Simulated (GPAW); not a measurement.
# LiF (Fm-3m): refractive index against wavelength

The refractive index of LiF (Fm-3m) below the direct gap (8.80 eV on the mesh) is read from one computed spectrum, n = √(Re ε).

The structure is cubic, space group Fm-3m (No. 225). Conventional cell: a = 4.028 Å, b = 4.028 Å, c = 4.028 Å, α = 90.00°, β = 90.00°, γ = 90.00°. Around F on site b lie 6 Li at 2.01 Å. Around Li on site a lie 6 F at 2.01 Å.

Method: GPAW 26.7.0, LDA, RPA, k-mesh 15×15×15, local fields up to 50 eV, Lorentzian half width 0.15 eV.

Launch of the response step: `OMP_NUM_THREADS=1 python df.py`. The run took 23 s, its band step included, on 1 thread of Arm Neoverse V1, on a shared host.

| wavelength (nm) | photon energy E (eV) | n |
| --- | --- | --- |
| 532 | 2.331 | 1.4199 |
| 450 | 2.755 | 1.4239 |
| 405 | 3.061 | 1.4273 |
| 365 | 3.397 | 1.4315 |
| 308 | 4.025 | 1.4410 |
| 266 | 4.661 | 1.4532 |
| 248 | 4.999 | ? |

In the single-oscillator model n² − 1 = E₀E_d/(E₀² − E²), so 1/(n² − 1) = E₀/E_d − E²/(E₀E_d) is linear in E².

Working, on the rows shown:

| x = E² (eV²) | y = 1/(n² − 1) |
| --- | --- |
| 5.43137 | 0.98414 |
| 7.59115 | 0.973244 |
| 9.37179 | 0.964148 |
| 11.5384 | 0.953114 |
| 16.2043 | 0.928953 |
| 21.7255 | 0.89945 |

Means: x̄ = 11.977, ȳ = 0.95051. Σ(x − x̄)(y − ȳ) = -0.9454, Σ(x − x̄)² = 182. Slope = -0.9454 / 182 = -0.005196; intercept = ȳ − slope · x̄ = 1.0127. Turned back into n, the line misses the rows shown by at most 0.00017.

Problem. What does the fit predict for the withheld row, and how well does it do?

Solution. At x = 24.994 the line gives y = 0.88288, that is 1.4604. The run gave 1.4609, so the extrapolation is off by 0.00054, 1.3 % of the range in the table.

Refitted with all rows, the slope is -0.005237 and the intercept 1.0131. These give E₀ = √(intercept/−slope) = 13.91 eV and E_d = E₀/intercept = 13.7 eV; E₀ is 1.6 times the direct gap. The electronic limit at long wavelengths, without lattice vibrations, is n = √(1 + 1/intercept) = 1.410. Excitons are left out; LDA gaps are as a rule too small. The values come from a sum over the points of one k-mesh and carry its error, which grows as the direct gap shrinks. This version of GPAW has incomplete matrix elements in the optical limit, which can lower ε − 1 by up to a tenth where first-row anions or d states rule. The local-field cutoff holds few shells of reciprocal vectors for this small cell, so ε∞ can read a few per cent high.
